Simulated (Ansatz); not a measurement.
# What NaGeCl3 in Cm, a phase reached by a soft mode distorts into, part 2 of 3

Wanted: the energy along a soft mode of NaGeCl3 in Cm, a phase reached by a soft mode and the structure at the end.

Ansatz 0.2.0; DFT PBEsol, scalar-relativistic, plane waves, PAW; PAW set soft_1.

So far. Step 4 (The mode frozen in, largest atomic shift 0.45 Å): The run ends at a pressure of -0.19 GPa, with forces up to 0.064 eV/Å. Step 5 (Energy along the mode, all amplitudes (two of the runs …): The lowest of the steps tried is at 0.45 Å, 3.85 meV/atom below the parent; the bottom of the well need not coincide with a step.

The structure was built from a prototype and need not be the compound's stable phase.

## Step 6: Relaxation from the frozen mode

Starting from the lowest point found, all atoms and the cell are let go, so that strain and other modes of the same symmetry can join in.

Input file input.yaml:

```yaml
crystal:
  lattice:
    - [4.3160134404, -3.3980480418, 0.0]
    - [4.3160134404, 3.3980480418, 0.0]
    - [-0.0338824286, 0.0, 5.1646103997]
  atoms:
    - { symbol: Na, position: [0.8994370658, 0.7670080964, 0.0060676717] }
    - { symbol: Ge, position: [0.4889202427, 0.5024835923, 0.504893303] }
    - { symbol: Cl, position: [0.6057894836, 0.0668970589, 0.5066908956] }
    - { symbol: Cl, position: [0.0427374947, 0.5328295674, 0.4944523508] }
    - { symbol: Cl, position: [0.4634401489, 0.5703337411, 0.9854997029] }
kpoints:
  mp_grid: { grid: [8, 8, 8] }
hamiltonian:
  xc: pbesol
  pseudopotentials: { kind: paw, azcp: { folder: soft_1 }, xc_functional: pbe }
scf:
  occupations: { method: fixed }
output:
  forces: true
  stress: true
  eigenvalues: true
relax:
  adjacent_minimum: "off"
  f_tol: 0.002
  max_steps: 120
  cell: { stress_tol: 0.03 }
```

On the command line:

```console
$ ansatz run input.yaml --threads 8 --pin off --max-ram 16384MiB --backend cpu --events-out ev --progress --plain --runs-dir out
```

Numbers of over 12 decimals in the logs are rounded to 6 here.

The log of the run:

```text
[...]
Crystal: 5 atoms, lattice volume = 151.489 Å³
Basis set: ecut = 420 eV, 2985 PW (Γ), exchange–correlation on 80×80×72 points (8 copies of the dense FFT grid, shifted against one another)
Bands: 27, of which v1, the nominal top of the filled ones, is band 22 counted from 1 (21 counted from 0)
Symmetry: 1 space group operations
[...]
k-points: 260 of 512 (time reversal used)
[...]
SCF iter   1: F=—  HF=-8919.150914 eV  |F-HF|=—  |Δ(HF+E_count)|=         —  Δρ=5.02e-2  dr2=3.68e0  ethr=3.10e-3  ⟨swp⟩=5.1  Hψ=28355  notcnv=0  defer=739
[...]
SCF iter  10: F=-8917.472164 eV  HF=-8917.472164 eV  |F-HF|=1.83e-8  |Δ(HF+E_count)|=   3.65e-7  Δρ=3.96e-6  dr2=2.87e-8  ethr=2.27e-10  ⟨swp⟩=14.2  Hψ=45207  notcnv=0
SCF 1 converged in 10 iterations: F = -8917.472164 eV  dr2 = 2.87e-8
[...]
relax step   1: F+E_penalty+E_count = -8917.47216397 eV  Δ(F+E_penalty+E_count) = +0.000e0 eV  max|allowed force component| = 6.165e-2 eV/Å  Δτ_max = 0.0000 Å  P = -0.188 GPa  Ω = 151.489 Å³  (10 SCF iters, dr2 threshold 1.00e-7 eV, accepted)
Crystal: 5 atoms, lattice volume = 150.756 Å³
Basis set: ecut = 420 eV, 2959 PW (Γ), exchange–correlation on 80×80×72 points (8 copies of the dense FFT grid, shifted against one another)
[...]
iter 1 solved again at ethr=3.16e-6 eV; its pass at ethr=3.10e-3 eV (dr2=1.39e-3 eV) is discarded
[...]
SCF iter   5: F=-8917.479519 eV  HF=-8917.479518 eV  |F-HF|=2.73e-7  |Δ(HF+E_count)|=   2.32e-7  Δρ=1.20e-5  dr2=2.69e-7  ethr=1.14e-9  ⟨swp⟩=12.8  Hψ=43792  notcnv=0
SCF 2 converged in 5 iterations: F = -8917.479519 eV  dr2 = 2.69e-7
relax step   2: F+E_penalty+E_count = -8917.47951876 eV  Δ(F+E_penalty+E_count) = -7.355e-3 eV  max|allowed force component| = 2.974e-2 eV/Å  Δτ_max = 0.0304 Å  P = -0.065 GPa  Ω = 150.756 Å³  energy of the carried Pulay correction = +3.928e-5 eV  (5 SCF iters, dr2 threshold 5.00e-7 eV, accepted)
Crystal: 5 atoms, lattice volume = 149.808 Å³
Basis set: ecut = 420 eV, 2933 PW (Γ), exchange–correlation on 80×80×72 points (8 copies of the dense FFT grid, shifted against one another)
[...]
SCF iter   6: F=-8917.485266 eV  HF=-8917.485266 eV  |F-HF|=1.66e-7  |Δ(HF+E_count)|=   1.91e-6  Δρ=7.00e-6  dr2=1.27e-7  ethr=7.48e-10  ⟨swp⟩=12.9  Hψ=44176  notcnv=0
SCF 3 converged in 6 iterations: F = -8917.485266 eV  dr2 = 1.27e-7
relax step   3: F+E_penalty+E_count = -8917.48526601 eV  Δ(F+E_penalty+E_count) = -5.747e-3 eV  max|allowed force component| = 1.986e-2 eV/Å  Δτ_max = 0.0534 Å  P = +0.103 GPa  Ω = 149.808 Å³  energy of the carried Pulay correction = +9.032e-5 eV  (6 SCF iters, dr2 threshold 3.29e-7 eV, accepted)
[... from here on, the SCF cycles and remarks between the steps are left out ...]
relax step   4: F+E_penalty+E_count = -8917.48689625 eV  Δ(F+E_penalty+E_count) = -1.630e-3 eV  max|allowed force component| = 3.772e-2 eV/Å  Δτ_max = 0.0289 Å  P = +0.009 GPa  Ω = 150.584 Å³  energy of the carried Pulay correction = +4.852e-5 eV  (6 SCF iters, dr2 threshold 1.94e-7 eV, accepted)
relax step   5: F+E_penalty+E_count = -8917.48887969 eV  Δ(F+E_penalty+E_count) = -1.983e-3 eV  max|allowed force component| = 2.496e-2 eV/Å  Δτ_max = 0.0428 Å  P = -0.089 GPa  Ω = 151.363 Å³  energy of the carried Pulay correction = +6.705e-6 eV  (6 SCF iters, dr2 threshold 8.89e-8 eV, accepted)
relax step   6: F+E_penalty+E_count = -8917.49080161 eV  Δ(F+E_penalty+E_count) = -1.922e-3 eV  max|allowed force component| = 1.011e-1 eV/Å  Δτ_max = 0.1246 Å  P = +0.073 GPa  Ω = 152.551 Å³  energy of the carried Pulay correction = -5.660e-5 eV  (7 SCF iters, dr2 threshold 9.22e-8 eV, accepted)
relax step   7: F+E_penalty+E_count = -8917.49539064 eV  Δ(F+E_penalty+E_count) = -4.589e-3 eV  max|allowed force component| = 8.391e-2 eV/Å  Δτ_max = 0.0822 Å  P = -0.178 GPa  Ω = 153.250 Å³  energy of the carried Pulay correction = -9.359e-5 eV  (7 SCF iters, dr2 threshold 5.00e-7 eV, accepted)
relax step   8: F+E_penalty+E_count = -8917.49453166 eV  Δ(F+E_penalty+E_count) = +8.590e-4 eV  max|allowed force component| = 1.006e-1 eV/Å  Δτ_max = 0.1016 Å  P = -0.135 GPa  Ω = 153.217 Å³  energy of the carried Pulay correction = -9.185e-5 eV  (7 SCF iters, dr2 threshold 4.40e-7 eV, rejected (line search))
relax step   9: F+E_penalty+E_count = -8917.49983447 eV  Δ(F+E_penalty+E_count) = -4.444e-3 eV  max|allowed force component| = 7.370e-2 eV/Å  Δτ_max = 0.0490 Å  P = -0.057 GPa  Ω = 152.380 Å³  energy of the carried Pulay correction = -4.749e-5 eV  (11 SCF iters, accepted)
relax step  10: F+E_penalty+E_count = -8917.50368254 eV  Δ(F+E_penalty+E_count) = -3.848e-3 eV  max|allowed force component| = 1.068e-1 eV/Å  Δτ_max = 0.0915 Å  P = +0.230 GPa  Ω = 151.491 Å³  energy of the carried Pulay correction = -1.481e-7 eV  (7 SCF iters, dr2 threshold 3.39e-7 eV, accepted)
relax step  11: F+E_penalty+E_count = -8917.51373838 eV  Δ(F+E_penalty+E_count) = -1.006e-2 eV  max|allowed force component| = 1.749e-1 eV/Å  Δτ_max = 0.1312 Å  P = +0.032 GPa  Ω = 151.944 Å³  energy of the carried Pulay correction = -2.430e-5 eV  (7 SCF iters, dr2 threshold 5.00e-7 eV, accepted)
relax step  12: F+E_penalty+E_count = -8917.52313214 eV  Δ(F+E_penalty+E_count) = -9.394e-3 eV  max|allowed force component| = 3.218e-1 eV/Å  Δτ_max = 0.1950 Å  P = -0.739 GPa  Ω = 152.996 Å³  energy of the carried Pulay correction = -8.017e-5 eV  (7 SCF iters, dr2 threshold 5.00e-7 eV, accepted)
relax step  13: F+E_penalty+E_count = -8917.55407066 eV  Δ(F+E_penalty+E_count) = -3.094e-2 eV  max|allowed force component| = 3.424e-1 eV/Å  Δτ_max = 0.1302 Å  P = -0.225 GPa  Ω = 150.725 Å³  energy of the carried Pulay correction = +4.091e-5 eV  (7 SCF iters, dr2 threshold 5.00e-7 eV, accepted)
relax step  14: F+E_penalty+E_count = -8917.58486368 eV  Δ(F+E_penalty+E_count) = -3.079e-2 eV  max|allowed force component| = 1.851e-1 eV/Å  Δτ_max = 0.1697 Å  P = +0.044 GPa  Ω = 145.394 Å³  energy of the carried Pulay correction = +3.325e-4 eV  (7 SCF iters, dr2 threshold 5.00e-7 eV, accepted)
relax step  15: F+E_penalty+E_count = -8917.58634524 eV  Δ(F+E_penalty+E_count) = -1.482e-3 eV  max|allowed force component| = 3.138e-1 eV/Å  Δτ_max = 0.1927 Å  P = -0.046 GPa  Ω = 139.511 Å³  energy of the carried Pulay correction = +6.667e-4 eV  (7 SCF iters, dr2 threshold 5.00e-7 eV, accepted)
[...]
relax step  25: F+E_penalty+E_count = -8917.68237310 eV  Δ(F+E_penalty+E_count) = -1.114e-5 eV  max|allowed force component| = 4.017e-3 eV/Å  Δτ_max = 0.0092 Å  P = -0.006 GPa  Ω = 132.372 Å³  energy of the carried Pulay correction = +1.091e-3 eV  (7 SCF iters, dr2 threshold 7.38e-10 eV, accepted)
relax step  26: F+E_penalty+E_count = -8917.68237954 eV  Δ(F+E_penalty+E_count) = -6.445e-6 eV  max|allowed force component| = 1.927e-3 eV/Å  Δτ_max = 0.0024 Å  P = +0.016 GPa  Ω = 132.289 Å³  energy of the carried Pulay correction = +1.096e-3 eV  (6 SCF iters, dr2 threshold 1.01e-9 eV, accepted)
relax step  27: F+E_penalty+E_count = -8917.69987419 eV  Δ(F+E_penalty+E_count) = -1.749e-2 eV  max|allowed force component| = 2.264e-3 eV/Å  Δτ_max = 0.0000 Å  P = +0.197 GPa  Ω = 132.289 Å³  stress off target by 5.35e-1 GPa  SCF on the basis re-selected at this cell (its energy is not comparable with the rows above)  (8 SCF iters)
relax step  28: F+E_penalty+E_count = -8917.70367594 eV  Δ(F+E_penalty+E_count) = -3.802e-3 eV  max|allowed force component| = 1.160e-2 eV/Å  Δτ_max = 0.0359 Å  P = +0.134 GPa  Ω = 132.971 Å³  energy of the carried Pulay correction = -4.228e-5 eV  (6 SCF iters, dr2 threshold 5.00e-7 eV, accepted)
relax step  29: F+E_penalty+E_count = -8917.70876034 eV  Δ(F+E_penalty+E_count) = -5.084e-3 eV  max|allowed force component| = 2.192e-2 eV/Å  Δτ_max = 0.0586 Å  P = +0.036 GPa  Ω = 134.761 Å³  energy of the carried Pulay correction = -1.519e-4 eV  (7 SCF iters, dr2 threshold 4.64e-7 eV, accepted)
relax step  30: F+E_penalty+E_count = -8917.71362221 eV  Δ(F+E_penalty+E_count) = -4.862e-3 eV  max|allowed force component| = 2.097e-2 eV/Å  Δτ_max = 0.0623 Å  P = +0.042 GPa  Ω = 134.981 Å³  energy of the carried Pulay correction = -1.662e-4 eV  (6 SCF iters, dr2 threshold 1.65e-7 eV, accepted)
relax step  31: F+E_penalty+E_count = -8917.71507348 eV  Δ(F+E_penalty+E_count) = -1.451e-3 eV  max|allowed force component| = 1.720e-2 eV/Å  Δτ_max = 0.0468 Å  P = +0.016 GPa  Ω = 135.651 Å³  energy of the carried Pulay correction = -2.063e-4 eV  (7 SCF iters, dr2 threshold 2.75e-8 eV, accepted)
relax step  32: F+E_penalty+E_count = -8917.71531207 eV  Δ(F+E_penalty+E_count) = -2.386e-4 eV  max|allowed force component| = 9.002e-3 eV/Å  Δτ_max = 0.0170 Å  P = -0.021 GPa  Ω = 136.235 Å³  energy of the carried Pulay correction = -2.410e-4 eV  (7 SCF iters, dr2 threshold 1.85e-8 eV, accepted)
relax step  33: F+E_penalty+E_count = -8917.71513530 eV  Δ(F+E_penalty+E_count) = +1.768e-4 eV  max|allowed force component| = 2.881e-2 eV/Å  Δτ_max = 0.0104 Å  P = +0.096 GPa  Ω = 136.154 Å³  energy of the carried Pulay correction = -2.359e-4 eV  (6 SCF iters, dr2 threshold 7.64e-9 eV, rejected (line search))
relax step  34: F+E_penalty+E_count = -8917.71541244 eV  Δ(F+E_penalty+E_count) = -1.004e-4 eV  max|allowed force component| = 2.276e-3 eV/Å  Δτ_max = 0.0059 Å  P = +0.003 GPa  Ω = 136.235 Å³  energy of the carried Pulay correction = -2.408e-4 eV  (9 SCF iters, accepted)
relax step  35: F+E_penalty+E_count = -8917.71543849 eV  Δ(F+E_penalty+E_count) = -2.605e-5 eV  max|allowed force component| = 1.699e-3 eV/Å  Δτ_max = 0.0048 Å  P = +0.006 GPa  Ω = 136.207 Å³  energy of the carried Pulay correction = -2.391e-4 eV  (7 SCF iters, dr2 threshold 3.24e-10 eV, accepted)
relax step  36: F+E_penalty+E_count = -8917.71593965 eV  Δ(F+E_penalty+E_count) = -5.012e-4 eV  max|allowed force component| = 2.109e-3 eV/Å  Δτ_max = 0.0000 Å  P = +0.009 GPa  Ω = 136.207 Å³  stress off target by 1.86e-2 GPa  SCF on the basis re-selected at this cell (its energy is not comparable with the rows above)  (7 SCF iters)
relax step  37: F+E_penalty+E_count = -8917.71593947 eV  Δ(F+E_penalty+E_count) = +1.842e-7 eV  max|allowed force component| = 2.009e-3 eV/Å  Δτ_max = 0.0009 Å  P = +0.005 GPa  Ω = 136.207 Å³  (6 SCF iters, dr2 threshold 2.78e-10 eV, rejected (line search))
relax step  38: F+E_penalty+E_count = -8917.71594082 eV  Δ(F+E_penalty+E_count) = -1.169e-6 eV  max|allowed force component| = 1.323e-3 eV/Å  Δτ_max = 0.0005 Å  P = +0.007 GPa  Ω = 136.207 Å³  (6 SCF iters, accepted)
relax step  39: F+E_penalty+E_count = -8917.71594672 eV  Δ(F+E_penalty+E_count) = -5.904e-6 eV  max|allowed force component| = 1.022e-3 eV/Å  Δτ_max = 0.0018 Å  P = +0.002 GPa  Ω = 136.264 Å³  energy of the carried Pulay correction = -3.251e-6 eV  (8 SCF iters, accepted)
relax step  40: F+E_penalty+E_count = -8917.71594999 eV  Δ(F+E_penalty+E_count) = -3.270e-6 eV  max|allowed force component| = 1.049e-3 eV/Å  Δτ_max = 0.0020 Å  P = -0.003 GPa  Ω = 136.349 Å³  energy of the carried Pulay correction = -8.093e-6 eV  (8 SCF iters, accepted)
[...]
SCF iter   1: F=—  HF=-8917.715903 eV  |F-HF|=—  |Δ(HF+E_count)|=         —  Δρ=2.67e-5  dr2=2.75e-8  ethr=3.43e-7  ⟨swp⟩=3.2  Hψ=47087  notcnv=0  defer=780
eigensolver tolerance schedule: the retry pair's looser diagonalisation over-reported the residual by 5490.83 of it (diagonalisation noise at 1.55 of the residual, at the tolerance the schedule requests for it); recorded, not acted on — ethr = c·dr2/N_el stays at c = 1.0e-1
[...]
SCF iter   2: F=—  HF=-8917.715946 eV  |F-HF|=—  |Δ(HF+E_count)|=   4.28e-5  Δρ=1.35e-5  dr2=9.19e-9  ethr=6.24e-11  ⟨swp⟩=3.3  Hψ=17131  notcnv=0  defer=768
[...]
SCF iter   6: F=-8917.715958 eV  HF=-8917.715958 eV  |F-HF|=1.09e-11  |Δ(HF+E_count)|=   2.72e-9  Δρ=5.91e-8  dr2=4.97e-12  ethr=1.00e-12  ⟨swp⟩=14.2  Hψ=48982  notcnv=0
SCF 41 converged in 6 iterations: F = -8917.715958 eV  dr2 = 4.97e-12
relax step  41: F+E_penalty+E_count = -8917.71595773 eV  Δ(F+E_penalty+E_count) = -7.736e-6 eV  max|allowed force component| = 1.054e-3 eV/Å  Δτ_max = 0.0000 Å  P = -0.003 GPa  Ω = 136.349 Å³  stress off target by 7.67e-3 GPa  SCF on the basis re-selected at this cell (its energy is not comparable with the rows above)  (6 SCF iters)
[...]
SCF converged after 6 iterations
Free energy (F): -8917.715958 eV
[...]
Internal energy: -8917.715958 eV  (E = F + TS)
E sigma→0 (E₀):  -8917.715958 eV
Fermi energy:    1.825395 eV
[...]
--- Forces (eV/Å), atoms counted from 1 ---
  atom   1  Na    -0.00022040    -0.00012768     0.00043383
  atom   2  Ge    -0.00102129    -0.00103743     0.00019074
  atom   3  Cl     0.00105365     0.00085573    -0.00087126
  atom   4  Cl     0.00051226     0.00036096     0.00064213
  atom   5  Cl    -0.00032356    -0.00005169    -0.00039600
  max |Σ_I F_I| component: 6.63e-7 eV/Å
--- Stress (GPa, compression-positive) ---
       -0.002060      -0.001522       0.003156
       -0.001522      -0.005335       0.002180
        0.003156       0.002180      -0.001074
  P = ⅓ Tr σ = -0.0028 GPa (-0.028 kbar)
--- Band table (eV; the first three rows and the last of 260) ---
  k-point 0: bands = [... 18 lower, 0.1092, 0.3198, 0.4492, 0.8124, 5.4499, 6.3179, 7.2522, 7.3926, ... 1 higher]
  k-point 1: bands = [... 18 lower, 0.1367, 0.1789, 0.4229, 1.0698, 5.7099, 6.1059, 7.3611, 7.7154, ... 1 higher]
  k-point 2: bands = [... 18 lower, -0.0576, 0.1297, 0.4039, 1.3108, 5.9141, 6.3755, 7.3901, 8.3436, ... 1 higher]
  k-point 259: bands = [... 18 lower, -0.0759, 0.1311, 0.4593, 1.6330, 5.2082, 6.0740, 6.7837, 9.3287, ... 1 higher]
--- Relaxed structure (38 steps of the walk, 33 accepted, 3 SCFs on fresh bases) ---
  F+E_penalty+E_count = -8917.71595773 eV   max|allowed force component| = 1.054e-3 eV/Å   (the final SCF, on the basis selected at the relaxed cell)
  cell:  # Å, volume = 136.3487 Å³
    - [4.858893, -2.605757, 0.050689]
    - [5.961120, 4.005744, -0.721627]
    - [-0.443898, -0.592407, 3.981787]
  atoms:
    - { symbol: Na, position: [0.846011, 0.778403, 0.039722] }
    - { symbol: Ge, position: [0.531558, 0.401437, 0.420761] }
    - { symbol: Cl, position: [0.656036, 0.100835, 0.674659] }
    - { symbol: Cl, position: [0.069877, 0.464740, 0.397468] }
    - { symbol: Cl, position: [0.396842, 0.694137, 0.964994] }
```

The job ended after 11 min (8 threads of Arm Neoverse V1, shared host; peak memory 1.7 GiB; 86 min of CPU time).

The steps of the relaxation (22 of 41):

| step | energy less that of the first step (eV) | largest force component (eV/Å) | pressure (GPa) | volume (Å³) |
| --- | --- | --- | --- | --- |
| 1 | 0.0000 | 0.0617 | -0.19 | 151.49 |
| 3 | -0.0131 | 0.0199 | 0.10 | 149.81 |
| 5 | -0.0167 | 0.0250 | -0.09 | 151.36 |
| 7 | -0.0232 | 0.0839 | -0.18 | 153.25 |
| 9 | -0.0277 | 0.0737 | -0.06 | 152.38 |
| 11 | -0.0416 | 0.1749 | 0.03 | 151.94 |
| 12 | -0.0510 | 0.3218 | -0.74 | 153.00 |
| 14 | -0.1127 | 0.1851 | 0.04 | 145.39 |
| 16 | -0.1587 | 0.1623 | 0.13 | 136.95 |
| 18 | -0.1718 | 0.1599 | 0.17 | 132.83 |
| 20 | -0.2081 | 0.0426 | -0.12 | 132.85 |
| 22 | -0.2099 | 0.0254 | -0.02 | 132.55 |
| 24 | -0.2102 | 0.0034 | 0.00 | 132.37 |
| 26 | -0.2102 | 0.0019 | 0.02 | 132.29 |
| 28 | -0.2315 | 0.0116 | 0.13 | 132.97 |
| 30 | -0.2415 | 0.0210 | 0.04 | 134.98 |
| 31 | -0.2429 | 0.0172 | 0.02 | 135.65 |
| 33 | -0.2430 | 0.0288 | 0.10 | 136.15 |
| 35 | -0.2433 | 0.0017 | 0.01 | 136.21 |
| 37 | -0.2438 | 0.0020 | 0.00 | 136.21 |
| 39 | -0.2438 | 0.0010 | 0.00 | 136.26 |
| 41* | -0.2438 | 0.0011 | 0.00 | 136.35 |

Relaxation steps marked * repeat the geometry before them on a plane-wave basis chosen anew for their cell, so energy and pressure can jump there. Other such steps can lie between the rows shown. Relaxation steps 8, 18, 21, 33, 37 were tried and not accepted.

| cell as run | before | after | change |
| --- | --- | --- | --- |
| a (Å) | 5.493 | 5.514 | +0.4 % |
| b (Å) | 5.493 | 7.218 | +31.4 % |
| c (Å) | 5.165 | 4.050 | -21.6 % |
| α (°) | 90.30 | 105.66 | +17.0 % |
| β (°) | 90.30 | 91.06 | +0.8 % |
| γ (°) | 76.43 | 62.32 | -18.5 % |
| volume (Å³/atom) | 30.30 | 27.27 | -10.0 % |

The atoms that moved most (Å, as changes of fractional coordinates times the final cell):

| atom | dx | dy | dz | length |
| --- | --- | --- | --- | --- |
| Cl5 | 0.424 | 0.682 | -0.174 | 0.821 |
| Cl3 | 0.372 | -0.094 | 0.647 | 0.752 |
| Ge2 | -0.358 | -0.466 | -0.260 | 0.642 |
| Cl4 | -0.231 | -0.286 | -0.336 | 0.498 |
| Na1 | -0.207 | 0.165 | 0.123 | 0.292 |

The relaxed structure:

```cif
data_structure
_symmetry_space_group_name_H-M 'P 1'
_symmetry_Int_Tables_number 1
_cell_length_a 5.5137
_cell_length_b 7.2181
_cell_length_c 4.0500
_cell_angle_alpha 105.663
_cell_angle_beta 91.055
_cell_angle_gamma 62.317
_cell_volume 136.35
loop_
_atom_site_label
_atom_site_type_symbol
_atom_site_fract_x
_atom_site_fract_y
_atom_site_fract_z
_atom_site_occupancy
Na1 Na 0.84601 0.77840 0.03972 1
Ge2 Ge 0.53156 0.40144 0.42076 1
Cl3 Cl 0.65604 0.10084 0.67466 1
Cl4 Cl 0.06988 0.46474 0.39747 1
Cl5 Cl 0.39684 0.69414 0.96499 1
```

This step gave:

* pressure: -0.002823 GPa
* gap on the k-mesh: 3.252 eV
* volume per atom: 27.27 Å³

The distorted start has space group P1; the relaxation ends in P1.

## Step 7: The new phase in its own primitive cell

The relaxed structure is symmetrised, reduced to its primitive cell and relaxed tightly, as its phonons need.

input.yaml, the sections that differ from step 6:

```yaml
crystal:
  lattice:
    - [4.0500145525, 0.0, 0.0]
    - [-0.1015669961, 5.512809169, 0.0]
    - [-1.8471969527, -2.1947291398, 6.1069094765]
  atoms:
    - { symbol: Na, position: [0.0397216315, 0.6244137668, 0.7784027464] }
    - { symbol: Ge, position: [0.4207608, 0.9329949957, 0.401437207] }
    - { symbol: Cl, position: [0.6746589532, 0.7568716825, 0.1008352936] }
    - { symbol: Cl, position: [0.3974682888, 0.5346171327, 0.4647399306] }
    - { symbol: Cl, position: [0.9649942505, 0.090978914, 0.6941368785] }
kpoints:
  mp_grid: { grid: [10, 8, 6] }
relax:
  adjacent_minimum: "off"
  f_tol: 0.001
  max_steps: 60
  cell: { stress_tol: 0.01 }
# hamiltonian, scf, output: as in step 6
```

The log of the run:

```text
[...]
Crystal: 5 atoms, lattice volume = 136.349 Å³
Basis set: ecut = 420 eV, 2679 PW (Γ), exchange–correlation on 60×80×96 points (8 copies of the dense FFT grid, shifted against one another)
Bands: 27, of which v1, the nominal top of the filled ones, is band 22 counted from 1 (21 counted from 0)
Symmetry: 1 space group operations
[...]
k-points: 244 of 480 (time reversal used)
[...]
cell:  # Å, volume = 136.3449 Å³
    - [4.050087, 0.000254441, 0.000274364]
    - [-0.101222, 5.512656, 0.00029975]
    - [-1.846954, -2.194447, 6.106544]
  atoms:
    - { symbol: Na, position: [0.039798, 0.624370, 0.778416] }
    - { symbol: Ge, position: [0.420692, 0.933007, 0.401412] }
    - { symbol: Cl, position: [0.674637, 0.756927, 0.100832] }
    - { symbol: Cl, position: [0.397606, 0.534655, 0.464796] }
    - { symbol: Cl, position: [0.964871, 0.090918, 0.694096] }
[key lines of the parts left out:]
SCF converged after 7 iterations
Free energy (F): -8917.715960 eV
Fermi energy:    1.815950 eV
P = ⅓ Tr σ = -0.0001 GPa (-0.001 kbar)
```

Run time: 46 s. Hardware: 8 threads; peak memory 1.1 GiB.

Little changed from the start: no atom moved by 0.005 Å and no cell edge by 0.1 %.

This step gave:

```
pressure           : -1.23e-4 GPa
gap on the k-mesh  : 3.260 eV
direct gap on mesh : 3.451 eV
```

The largest force component left is 0.56 meV/Å and the pressure is 0.000 GPa, within the tolerances set. The cell now holds 27.27 Å³/atom.

(Continued in part 3 of 3.)

[Logs are printed without paths, hosts, clocks, repeated set-up lines and the standing remarks that a program may print on its own settings, such as how far it seeks lower states.]

[Hosts, paths, dates, database ids (printed as entryN), source tags and the programs' standing remarks are cut or masked in the printed files.]
